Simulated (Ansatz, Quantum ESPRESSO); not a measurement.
# NaI (Fm-3m): Raman and infrared activity

Aim: Raman and infrared lines of NaI (Fm-3m).

Program: Quantum ESPRESSO 8.0 development, patched. Level of theory: DFT LDA, scalar-relativistic, plane waves, PseudoDojo norm-conserving pseudopotentials. Results are calculated unless marked as measured.

This is a report of a sequence of runs, with most program output left out.

## 1. The starting structure

Symmetry: Fm-3m, No. 225, cubic system. Conventional cell: a = 6.473 Å, b = 6.473 Å, c = 6.473 Å, α = 90.00°, β = 90.00°, γ = 90.00°. Nearest to Na lie 6 I at 3.24 Å. Nearest to I lie 6 Na at 3.24 Å. Farther neighbours and most contacts between anions are not listed.

Coordinates:

```cif
data_structure
_symmetry_space_group_name_H-M 'P 1'
_symmetry_Int_Tables_number 1
_cell_length_a 4.5770
_cell_length_b 4.5770
_cell_length_c 4.5770
_cell_angle_alpha 60.000
_cell_angle_beta 60.000
_cell_angle_gamma 60.000
_cell_volume 67.80
loop_
_atom_site_label
_atom_site_type_symbol
_atom_site_fract_x
_atom_site_fract_y
_atom_site_fract_z
_atom_site_occupancy
Na1 Na 0.00000 0.00000 0.00000 1
I2 I 0.50000 0.50000 0.50000 1
```

## 2. A probe with smearing

A cheap run with smearing and empty bands tells whether the crystal has a gap, which decides between fixed occupations and smearing later on.

Input file probe.in:

```
&CONTROL
  calculation = 'scf'
  prefix      = 'x'
  outdir      = './tmp'
  pseudo_dir  = './pseudo'
  tprnfor     = .true.
  tstress     = .true.
  verbosity   = 'high'
/
&SYSTEM
  ibrav       = 2
  celldm(1)   = 12.23181926
  nat         = 2
  ntyp        = 2
  ecutwfc     = 88.0
  occupations = 'smearing'
  smearing    = 'gaussian'
  degauss     = 0.01
/
&ELECTRONS
  conv_thr         = 1.0d-07
  mixing_beta      = 0.7
  electron_maxstep = 100
/
ATOMIC_SPECIES
 Na     22.9898  Na.upf
 I     126.9045  I.upf
ATOMIC_POSITIONS crystal
 Na     0.000000000   0.000000000   0.000000000
 I      0.500000000   0.500000000   0.500000000
K_POINTS automatic
 6 6 6 0 0 0
```

The run is started by

```
$ OMP_NUM_THREADS=1 mpirun -n 4 pw.x -nk 4 -in probe.in > probe.out
```

Run time: 3.6 s. Hardware: 4 MPI ranks of Intel Xeon 6975P-C (Granite Rapids), shared host.

Read from the output:

| Quantity | Value |
| --- | --- |
| volume per atom | 33.90 Å³ |
| pressure | -1.630 GPa |
| gap on the k-mesh | 3.329 eV |

A gap of 3.3 eV opens on this mesh, so the crystal is taken as an insulator; the start stands at -1.6 GPa.

## 3. Relaxation

Frequencies change by per cents with a per cent of volume, so the structure is first brought to rest at this level of theory.

Input file relax.in:

```
&CONTROL
  calculation   = 'vc-relax'
  prefix        = 'x'
  outdir        = './tmp'
  pseudo_dir    = './pseudo'
  tprnfor       = .true.
  tstress       = .true.
  forc_conv_thr = 2.0d-05
  etot_conv_thr = 1.0d-07
  nstep         = 40
/
&SYSTEM
  ibrav       = 2
  celldm(1)   = 12.23181926
  nat         = 2
  ntyp        = 2
  ecutwfc     = 88.0
  occupations = 'fixed'
  nbnd        = 10
/
&ELECTRONS
  conv_thr         = 1.0d-11
  mixing_beta      = 0.7
  electron_maxstep = 100
/
&IONS
/
&CELL
  press_conv_thr = 0.2
/
ATOMIC_SPECIES
 Na     22.9898  Na.upf
 I     126.9045  I.upf
ATOMIC_POSITIONS crystal
 Na     0.000000000   0.000000000   0.000000000
 I      0.500000000   0.500000000   0.500000000
K_POINTS automatic
 8 8 8 0 0 0
```

The run is started by

```
$ OMP_NUM_THREADS=1 mpirun -n 4 pw.x -nk 4 -in relax.in > relax.out
```

Run time: 44 s. Hardware: 4 MPI ranks; 2.9 min of CPU time.

Relaxation path:

| step | energy less that of the first step (eV) | largest force (eV/Å) | pressure (GPa) | volume (Å³) |
| --- | --- | --- | --- | --- |
| 1 | 0.0000 | 0.0000 | -1.62 | 67.80 |
| 2 | -0.0055 | 0.0000 | -1.51 | 67.24 |
| 3 | -0.0129 | 0.0000 | -1.35 | 66.41 |
| 4 | -0.0222 | 0.0000 | -1.07 | 65.17 |
| 5 | -0.0318 | 0.0000 | -0.60 | 63.35 |
| 6 | -0.0356 | 0.0000 | 0.08 | 61.16 |
| 7 | -0.0356 | 0.0000 | -0.01 | 61.41 |
| 8 | -0.0356 | 0.0000 | 0.00 | 61.40 |
| 9 | -0.0354 | 0.0000 | 0.00 | 61.40 |

| conventional cell, symmetrised | before | after | change |
| --- | --- | --- | --- |
| a (Å) | 6.473 | 6.262 | -3.3 % |
| b (Å) | 6.473 | 6.262 | -3.3 % |
| c (Å) | 6.473 | 6.262 | -3.3 % |
| volume (Å³/atom) | 33.90 | 30.70 | -9.4 % |

Final coordinates:

```
Na I
1.0
    -3.13115    0.00000    3.13115
     0.00000    3.13115    3.13115
    -3.13115    3.13115    0.00000
Na I
1 1
Direct
  0.00000 0.00000 0.00000
  0.50000 0.50000 0.50000
```

The last row of the table of steps is pw.x's closing run on a basis chosen anew for the final cell, so its energy can jump.

Numbers from this step:

- volume per atom: 30.70 Å³
- pressure: 0.001 GPa
- gap on the k-mesh: 3.612 eV

The volume changes by -9.4 % from the cell with which this run began.

## 4. Ground state

Perturbation theory inherits every error of the wavefunctions, so the threshold is set near the limit of the arithmetic. With a gap, occupations are fixed, which also allows the response to an electric field.

Input file scf.in:

```
&CONTROL
  calculation = 'scf'
  prefix      = 'x'
  outdir      = './tmp'
  pseudo_dir  = './pseudo'
  tprnfor     = .true.
  tstress     = .true.
/
&SYSTEM
  ibrav       = 2
  celldm(1)   = 11.83403079
  nat         = 2
  ntyp        = 2
  ecutwfc     = 88.0
  occupations = 'fixed'
  nbnd        = 10
/
&ELECTRONS
  conv_thr         = 1.0d-12
  mixing_beta      = 0.7
  electron_maxstep = 100
/
ATOMIC_SPECIES
 Na     22.9898  Na.upf
 I     126.9045  I.upf
ATOMIC_POSITIONS crystal
 Na     0.000000000   0.000000000   0.000000000
 I      0.500000000   0.500000000   0.500000000
K_POINTS automatic
 8 8 8 0 0 0
```

The run is started by

```
$ OMP_NUM_THREADS=1 mpirun -n 4 pw.x -nk 4 -in scf.in > scf.out
```

Elapsed: 6.7 s, on 4 MPI ranks; 26 s of CPU time.

The cell stands at 0.001 GPa, close enough for phonons.

## 5. Linear response at Γ

At q = 0 one unit cell holds all displacements; symmetry groups them into irreducible representations that are solved one by one. The response to a field gives ε∞ and the Born charges, which polar modes need. Third-order response adds the Raman tensors.

Input file ph.in:

```
phonons
&INPUTPH
  prefix = 'x'
  outdir = './tmp'
  fildyn = 'g.dyn'
  tr2_ph = 1.0d-18
  epsil  = .true.
  lraman = .true.
  elop   = .true.
/
0.000000000000 0.000000000000 0.000000000000
```

The run is started by

```
$ OMP_NUM_THREADS=1 mpirun -n 4 ph.x -nk 4 -in ph.in > ph.out
```

It took 4.9 min on 4 MPI ranks; 19 min of CPU time.

Read from the output:

| Quantity | Value |
| --- | --- |
| miss of the charge sum rule | 6.50e-4 e |
| largest acoustic frequency at the zone centre before the sum rule | 3.59 cm⁻¹ |
| highest optical zone-centre mode (no LO-TO term) | 130.6 cm⁻¹ |
| lowest optical zone-centre mode | 130.6 cm⁻¹ |
| mean high-frequency dielectric constant | 3.637 |
| largest Born charge in size (third of the trace) | 1.168 e |

Born charge (rows field, columns displacement), before the sum rule (e), principal values of the symmetric part by kind of site:

| atom | atoms with these values | low | middle | high | mean |
| --- | --- | --- | --- | --- | --- |
| Na1 | 1 | 1.17 | 1.17 | 1.17 | 1.17 |
| I2 | 1 | -1.17 | -1.17 | -1.17 | -1.17 |

In full for Na1:

```
1.17 0.00 0.00
0.00 1.17 0.00
0.00 0.00 1.17
```

High-frequency dielectric tensor:

```
3.64 0.00 0.00
0.00 3.64 0.00
0.00 0.00 3.64
```

The acoustic modes at Γ come out as far as 3.6 cm⁻¹ from zero, where they should vanish, a small numerical error; the Born charges miss their sum rule by 6.5e-4 e, which is good.

## 6. Modes with the sum rule

A rigid shift of the crystal must cost nothing, but grids and finite bases break this; the acoustic sum rule is imposed before the matrix is diagonalised again. With Born charges the intensities follow, and the static dielectric tensor.

Input file dynmat.in:

```
&INPUT
  fildyn = 'g.dyn'
  asr    = 'simple'
  fileig = 'dynmat.eig'
  lperm  = .true.
/
```

The run is started by

```
$ dynmat.x -in dynmat.in > dynmat.out
```

Wall time 0.64 s (1 thread).

Numbers from this step:

```
highest optical zone-centre mode (no LO-TO term) : 130.3 cm⁻¹
lowest optical zone-centre mode                  : 130.3 cm⁻¹
mean static dielectric constant                  : 6.942
```

Unit eigenvectors of the mass-weighted matrix after the sum rule; no LO-TO term. Modes at Γ, with each element's share of the kinetic energy:

| mode | frequency (cm⁻¹) | symmetry | Na % | I % |
| --- | --- | --- | --- | --- |
| 1 | 0.0 | acoustic | 15 | 85 |
| 2 | 0.0 | acoustic | 15 | 85 |
| 3 | 0.0 | acoustic | 15 | 85 |
| 4 | 130.3 | T1u | 85 | 15 |
| 5 | 130.3 | T1u | 85 | 15 |
| 6 | 130.3 | T1u | 85 | 15 |

Displacements in mode 5 (130.3 cm⁻¹), the largest set to 1:
```
Na1  0.00  0.00  1.00
I2   0.00  0.00 -0.18
```

Degenerate modes summed, no LO-TO term. Infrared lines, with heights relative to the strongest:

| position (cm⁻¹) | lines merged | label | IR intensity, relative |
| --- | --- | --- | --- |
| 130 | 3 | T1u | 100 |

Static dielectric tensor (ions relaxed, fixed cell):

```
6.94 0.00 0.00
0.00 6.94 0.00
0.00 0.00 6.94
```

The rule moves no optical mode by more than 0.3 cm⁻¹.

## 7. Sum rules set otherwise (asr crystal)

The rule can be imposed in more than one way; the choices should agree where the raw error is small.

Input file dynmat.in:

```
&INPUT
  fildyn = 'g.dyn'
  asr    = 'crystal'
  fileig = 'dynmat.eig'
  lperm  = .true.
/
```

The run is started by

```
$ dynmat.x -in dynmat.in > dynmat.out
```

Wall time 0.64 s (1 thread).

Numbers from this step:

- highest optical zone-centre mode (no LO-TO term): 130.4 cm⁻¹
- lowest optical zone-centre mode: 130.4 cm⁻¹
- mean static dielectric constant: 6.937

Zone-centre frequencies as printed; negative means imaginary. Modes:

| mode | frequency (cm⁻¹) |
| --- | --- |
| 1 | 0 |
| 2 | 0 |
| 3 | 0 |
| 4 | 130.4 |
| 5 | 130.4 |
| 6 | 130.4 |

Against the first rule no mode moves by more than 0.1 cm⁻¹.

## 8. Sum rules set otherwise (asr no)

Without the rule the raw error of the acoustic modes shows.

Input file dynmat.in:

```
&INPUT
  fildyn = 'g.dyn'
  asr    = 'no'
  fileig = 'dynmat.eig'
  lperm  = .true.
/
```

The run is started by

```
$ dynmat.x -in dynmat.in > dynmat.out
```

It took 0.62 s on 1 thread.

Read from the output:

| Item | Value |
| --- | --- |
| highest optical zone-centre mode (no LO-TO term) | 130.6 cm⁻¹ |
| lowest optical zone-centre mode | 130.6 cm⁻¹ |
| mean static dielectric constant | 6.927 |

Zone-centre frequencies as printed; negative means imaginary. Modes:

| mode | frequency (cm⁻¹) |
| --- | --- |
| 1 | 3.59 |
| 2 | 3.59 |
| 3 | 3.59 |
| 4 | 130.6 |
| 5 | 130.6 |
| 6 | 130.6 |

Against the first rule no mode moves by more than 3.6 cm⁻¹.

## 9. Modes along a direction of q (1 0 0)

A longitudinal polar mode sets up a macroscopic field that stiffens it; the term hangs on the direction from which q goes to zero.

Input file dynmat.in:

```
&INPUT
  fildyn = 'g.dyn'
  asr    = 'simple'
  fileig = 'dynmat.eig'
  q(1)   = 1.0
  q(2)   = 0.0
  q(3)   = 0.0
/
```

The run is started by

```
$ dynmat.x -in dynmat.in > dynmat.out
```

The job ended after 0.62 s (1 thread).

Numbers from this step:

| Property | Result |
| --- | --- |
| highest mode moved by the LO-TO term | 180.1 cm⁻¹ |

Zone-centre frequencies as printed; negative means imaginary. Modes:

| mode | frequency (cm⁻¹) |
| --- | --- |
| 1 | 0 |
| 2 | 0 |
| 3 | 0 |
| 4 | 130.3 |
| 5 | 130.3 |
| 6 | 180.1 |

The field moves one mode, from 130 to 180 cm⁻¹; the others stay.

## 10. A second program

The same cell goes through another code at the same cutoff. The files are of one family, but Ansatz's library holds files of its own making for some heavy elements, so those for I may differ. Its k mesh is centred on Γ.

This step: DFT LDA, scalar-relativistic, plane waves, norm-conserving pseudopotentials of its library (PseudoDojo's, some remade) (Ansatz 0.2.0).

Input file input.yaml:

```yaml
crystal:
  lattice:
    - [-3.1311497024, 0.0, 3.1311497024]
    - [0.0, 3.1311497024, 3.1311497024]
    - [-3.1311497024, 3.1311497024, 0.0]
  atoms:
    - { symbol: Na, position: [0.0, 0.0, 0.0] }
    - { symbol: I, position: [0.5, 0.5, 0.5] }
kpoints:
  mp_grid: { grid: [8, 8, 8] }
hamiltonian:
  xc: lda
  pseudopotentials: { kind: nc, accuracy: standard }
scf:
  occupations: { method: fixed }
output:
  eigenvalues: true
basis:
  ecutwfc: 1197.301
phonons:
  method: dfpt
  dielectric: true
  rigid_motions: translations
  raman: true
```

The run is started by

```
$ ansatz run input.yaml --threads 4 --pin off --max-ram 8192MiB --backend cpu --events-out ev --progress --plain --runs-dir out
```

Run time: 59 s. Hardware: 4 threads; peak memory 1.5 GiB; 3.8 min of CPU time.

This step gave:

```yaml
sum_rule_residual_before_enforcement: 3.00e-5 eV/Å²
miss_of_the_charge_sum_rule: 8.06e-5 e
estimated_error_of_the_dielectric_tensor: 0.008094
estimated_error_of_the_born_charges: 0.009628 e
highest_optical_zone_centre_mode_no_lo_to_term: 130.3 cm⁻¹
lowest_optical_zone_centre_mode: 130.3 cm⁻¹
mean_high_frequency_dielectric_constant: 3.636
largest_born_charge_in_size_third_of_the_trace: 1.167 e
mean_static_dielectric_constant: 6.937
highest_mode_moved_by_the_lo_to_term: 180.0 cm⁻¹
```

Transverse modes. Infrared lines, with heights relative to the strongest:

| position (cm⁻¹) | label | IR intensity ((D/Å)²/amu), degenerate modes summed, relative |
| --- | --- | --- |
| 130 | T1u | 100 |

## 11. Side by side: QE PseudoDojo and Ansatz, library NC

Worked out from the results:

* root-mean-square difference: 0.01 cm⁻¹
* largest difference: 0.01 cm⁻¹

Frequencies side by side, by row:

| q (reciprocal lattice) | mode | QE PseudoDojo (cm⁻¹) | Ansatz, library NC (cm⁻¹) |
| --- | --- | --- | --- |
| 0 0 0 | 1 | 0 | 0 |
| 0 0 0 | 2 | 0 | 0 |
| 0 0 0 | 3 | 0 | 0 |
| 0 0 0 | 4 | 130.3 | 130.3 |
| 0 0 0 | 5 | 130.3 | 130.3 |
| 0 0 0 | 6 | 130.3 | 130.3 |

The two runs side by side. Further quantities:

| quantity | QE PseudoDojo | Ansatz, library NC |
| --- | --- | --- |
| mean ε∞ | 3.637 | 3.636 |
| largest Born charge in size (e; the first before, the second after the charge sum rule) | 1.168 | 1.167 |
| summed IR intensity ((D/Å)²/amu) | 4.848 | 4.843 |

At the zone centre the largest difference (acoustic modes at Γ apart) is 0.008 % of the highest mode.

## 12. Summary of results

```yaml
space_group_after_relaxation: Fm-3m
volume_per_atom: 30.7 Å³
gap_on_the_k_mesh: 3.61 eV
highest_optical_zone_centre_mode_no_lo_to_term: 130.3 cm⁻¹
highest_mode_moved_by_the_lo_to_term: 180.1 cm⁻¹
mean_high_frequency_dielectric_constant: 3.64
largest_born_charge_in_size_third_of_the_trace: 1.17 e
mean_static_dielectric_constant: 6.94
imaginary_optical_modes_at_the_zone_centre_no_q_mesh_in_this_session: none
largest_difference_from_ansatz_library_nc: 0.01 cm⁻¹
```

**Reading.** No mode is Raman active in this structure; the strongest infrared line lies at 130 cm⁻¹. At the LDA level the optical modes of NaI (Fm-3m) at the zone centre (no LO-TO term) lie at 130 cm⁻¹. Along the directions run, the highest mode that the macroscopic field moves lies at 180 cm⁻¹. Lattice motion raises the mean dielectric constant from 3.637 to 6.942. The Born charge of I is -1.168 e against a formal charge of -1, somewhat above it. The Lyddane-Sachs-Teller relation holds: (ωLO/ωTO)² is 1.91 and ε₀/ε∞ is 1.91. QE PseudoDojo and Ansatz, library NC agree to 0.01 cm⁻¹ (0.008 % of the highest mode compared) on all solved modes but the acoustic ones at Γ, without the LO-TO term. These are harmonic frequencies at zero temperature: anharmonic shifts and linewidths and thermal expansion are left out. Spin-orbit coupling is left out, which can matter for the heavy elements here. The build is a development version in which the Raman tensors of release 7.5 are mended; dynmat.x leaves out the electro-optic term of LO lines.

[Host names and launcher messages were left out of these logs when they were recorded.]

[Logs are printed without paths, hosts, clocks, repeated set-up lines and the standing remarks that a program may print on its own settings, such as how far it seeks lower states.]

[Hosts, paths, dates, database ids (printed as entryN), source tags and the programs' standing remarks are cut or masked in the printed files.]
